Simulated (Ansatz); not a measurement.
# G0W0 on several functionals: H6PbCBr3N (Pm)

How much of the starting functional survives in the G0W0 gap of H6PbCBr3N (Pm)?

Method: G0W0 on several functionals, plane waves, PAW, in Ansatz 0.2.0.

This is a report of a sequence of runs, with most program output left out.

In doubt: masses and optical values from hybrid runs of this build are listed as unsure (steps 3, 4), which bears on the screening that GW takes from such a start.

**1. Starting point**

It takes space group Pm (No. 6, monoclinic). The conventional cell has a = 6.039 Å, b = 6.060 Å, c = 6.128 Å, α = 90.00°, β = 90.07°, γ = 90.00°. Nearest to H lie 1 N at 1.04 Å. H has 1 C at 1.09 Å nearest. Nearest to H lie 1 C at 1.10 Å. Nearest to Pb lie 6 Br at 2.98 to 3.11 Å. Nearest to C lie 3 H at 1.09 to 1.10 Å and 1 N at 1.49 Å. Farther neighbours and most contacts between anions are not listed.

The cell and positions are those that the Materials Project relaxed with its own functionals (PBE, PBE+U or r2SCAN), kept fixed. Spin-orbit coupling is left out unless a step names it. The default PAW set here is soft_2. Its files were made with PBE.

**2. G0W0 on r2SCAN**

G0W0 replaces the xc potential by the self-energy, built once from these orbitals. Only a window of levels is corrected, while the sums run over the empty bands that the input names.

This step: G0W0 on r2SCAN, plane waves, PAW.

The input, input.yaml:

```yaml
crystal:
  lattice:
    - [6.038531, 0.0, 0.0]
    - [0.0, 6.05968, 0.0]
    - [-0.007679, 0.0, 6.128174]
  atoms:
    - { symbol: H, position: [0.218258, 0.862101, 0.96819] }
    - { symbol: H, position: [0.177786, 0.0, 0.198636] }
    - { symbol: H, position: [0.825095, 0.851944, 0.061619] }
    - { symbol: H, position: [0.869341, 0.0, 0.811715] }
    - { symbol: H, position: [0.825095, 0.148056, 0.061619] }
    - { symbol: H, position: [0.218258, 0.137899, 0.96819] }
    - { symbol: Pb, position: [0.475266, 0.5, 0.477994] }
    - { symbol: C, position: [0.897311, 0.0, 0.98852] }
    - { symbol: Br, position: [0.430028, 0.5, 0.972748] }
    - { symbol: Br, position: [0.434852, 0.0, 0.512708] }
    - { symbol: Br, position: [0.966538, 0.5, 0.440736] }
    - { symbol: "N", position: [0.140606, 0.0, 0.032465] }
kpoints:
  mp_grid: { grid: [2, 2, 2] }
hamiltonian:
  xc: r2scan
scf:
  occupations: { method: fixed }
gw:
  n_empty_bands: 434
  ecut_chi: 90
  qp_bands: [v4, c4]
  qp_kpoints: band_edges
  screening: { model: contour_deformation }
```

Launch:

```sh
$ ansatz run input.yaml --threads 3 --pin off --max-ram 92160MiB --backend cuda --events-out ev --progress --plain --runs-dir out --devices 1 --max-vram 13GiB  # rebuilt from the run's record
```

The job ended after 11 s (1 × NVIDIA H100 80GB HBM3 (shared by 6 runs) with 3 threads of AMD EPYC 7R13 (Zen 3), shared host; peak memory 1.9 GiB; 22 s of CPU time).

This step gave:

```
bands summed                                 : 459
RPA ε∞ on this mesh (eigenvalues)            : 4.974, 5.265, 5.900
plane waves in the screening matrix          : 457
q-points in the mesh                         : 8
G0W0 gap on the mesh                         : 3.374 eV
k of the valence top                         : -0.5, -0.5, -0.5
k of the conduction bottom                   : -0.5, -0.5, -0.5
starting gap on the mesh                     : 2.420 eV
Z at the valence top                         : 0.7700
Z at the conduction bottom                   : 0.7882
least direct G0W0 gap on the computed points : 3.374 eV
```

The gap on the mesh goes from 2.42 eV to 3.37 eV, a correction of +0.95 eV. Between the two edge states, bare exchange in place of the xc potential would open the gap by 5.96 eV, and correlation takes back 5.01 eV.

**3. G0W0 on HSE06**

One-shot GW remembers its start. Another functional's orbitals and levels show by how much.

This step: G0W0 on HSE06, plane waves, PAW.

input.yaml: that of step 2 with these lines changed.

```diff
@@ -21,3 +21,3 @@
 hamiltonian:
-  xc: r2scan
+  xc: hse06
 scf:
```

Run time: 33 s. Hardware: 1 × NVIDIA H100 80GB HBM3 (shared by 6 runs) with 3 threads; peak memory 1.8 GiB.

This step gave:

```yaml
bands_summed: 459
rpa_eps_infinity_on_this_mesh_eigenvalues: 4.385, 4.616, 5.117
plane_waves_in_the_screening_matrix: 457
q_points_in_the_mesh: 8
g0w0_gap_on_the_mesh: 3.564 eV
k_of_the_valence_top: -0.5, -0.5, -0.5
k_of_the_conduction_bottom: -0.5, -0.5, -0.5
starting_gap_on_the_mesh: 2.781 eV
z_at_the_valence_top: 0.7872
z_at_the_conduction_bottom: 0.8035
least_direct_g0w0_gap_on_the_computed_points: 3.564 eV
```

Against the run with 2×2×2 mesh, 434 empty bands, screening to 90 eV on r2SCAN, the gap moves by +0.19 eV, while the start moved by +0.36 eV.

**4. G0W0 on PBE0**

This step: G0W0 on PBE0, plane waves, PAW.

input.yaml: that of step 3 with these lines changed.

```diff
@@ -21,3 +21,3 @@
 hamiltonian:
-  xc: hse06
+  xc: pbe0
 scf:
```

The job ended after 49 s (1 × NVIDIA H100 80GB HBM3 (shared by 6 runs) with 3 threads; peak memory 1.9 GiB; 61 s of CPU time).

This step gave:

```
bands summed                                 : 459
RPA ε∞ on this mesh (eigenvalues)            : 3.870, 4.046, 4.430
plane waves in the screening matrix          : 457
G0W0 gap on the mesh                         : 3.821 eV
k of the valence top                         : -0.5, -0.5, -0.5
k of the conduction bottom                   : -0.5, -0.5, -0.5
starting gap on the mesh                     : 3.477 eV
least direct G0W0 gap on the computed points : 3.821 eV
```

Against the run with 2×2×2 mesh, 434 empty bands, screening to 90 eV on HSE06, the gap moves by +0.26 eV, while the start moved by +0.70 eV.

**5. The starts together**

All on the 2×2×2 mesh with 434 empty bands and screening to 90 eV. Times are wall times on 1 × NVIDIA H100 80GB HBM3 (shared by 6 runs) with 3 threads of AMD EPYC 7R13 (Zen 3), shared host, good to a factor of about two.

| start | starting gap (eV) | shift (eV) | G0W0 gap (eV) | RPA ε∞ (harmonic mean) | Z (valence, conduction) | time |
| --- | --- | --- | --- | --- | --- | --- |
| r2SCAN | 2.42 | +0.95 | 3.37 | 5.35 | 0.77, 0.79 | 11 s |
| HSE06 | 2.78 | +0.78 | 3.56 | 4.69 | 0.79, 0.80 | 33 s |
| PBE0 | 3.48 | +0.34 | 3.82 | 4.10 | 0.81, 0.82 | 49 s |

How the two edges are built up, in eV (the quasiparticle level is the starting level plus Σx plus Σc less Vxc):

| run | edge | start | Σx | Σc | Vxc | Z | QP |
| --- | --- | --- | --- | --- | --- | --- | --- |
| r2SCAN | valence top | 1.32 | -19.54 | 1.59 | -17.40 | 0.77 | 0.77 |
| r2SCAN | conduction bottom | 3.74 | -7.50 | -3.42 | -11.33 | 0.79 | 4.14 |
| HSE06 | valence top | 1.08 | -19.44 | 1.44 | -17.57 | 0.79 | 0.65 |
| HSE06 | conduction bottom | 3.87 | -7.35 | -3.33 | -11.03 | 0.80 | 4.22 |
| PBE0 | valence top | 0.72 | -19.44 | 1.32 | -17.92 | 0.81 | 0.52 |
| PBE0 | conduction bottom | 4.20 | -7.33 | -3.21 | -10.68 | 0.82 | 4.34 |

For a hybrid start, Vxc holds its share of exact exchange.

**6. What came out**

| Quantity | Value |
| --- | --- |
| G0W0@r2SCAN | 3.37 eV (start 2.42 eV) |
| G0W0@HSE06 | 3.56 eV (start 2.78 eV) |
| G0W0@PBE0 | 3.82 eV (start 3.48 eV) |
| known limits | not at the basis limit; no spin-orbit coupling; coarse k mesh |

In words: The starting gaps span 1.06 eV and the G0W0 gaps 0.45 eV. Between r2SCAN and PBE0, 0.45 eV of the 1.06 eV survives, 42 %. PBE0 screens less than r2SCAN (ε∞ 4.10 against 5.35). Of the 0.45 eV by which its G0W0 gap is higher, the correlation part gives +0.49 eV, and exchange with the one-particle terms, which follow the orbitals, −0.04 eV. The smallest correction, +0.34 eV, is on PBE0, the start nearest to reproducing itself. Bands and cutoff are finite, so the gap is not at the basis limit. The miss can reach some tenths of an eV and take either sign; the mesh is an error of its own. The 2×2×2 mesh is coarse for this cell (its supercell is 12 Å along the shortest edge). The RPA ε∞ on it, from the r2SCAN start, is 4.97, 5.27 and 5.90; such meshes misread the long-range screening, most where the gap is narrow. The program warns that the mesh is coarse for exact exchange, which bears on the hybrid start's gap. Where an edge is built on 6p states of lead, bismuth or thallium, scalar-relativistic gaps usually stand too wide, by a few tenths to over one eV. The many-body steps are scalar-relativistic: spin-orbit coupling is not in them.

[Paths, hosts, dates, memory and timing lines, banners, echoed tables and standing remarks are left out of the program output.]

[Logs are printed without paths, hosts, clocks, repeated set-up lines and the standing remarks that a program may print on its own settings, such as how far it seeks lower states.]

[Runs of the session that timed out or met a known fault of the program may be left out.]

[Cells called generated may have been cut or substituted from an entry of the Crystallography Open Database or the Materials Project.]

[Hosts, paths, dates, database ids (printed as entryN), source tags and the programs' standing remarks are cut or masked in the printed files.]
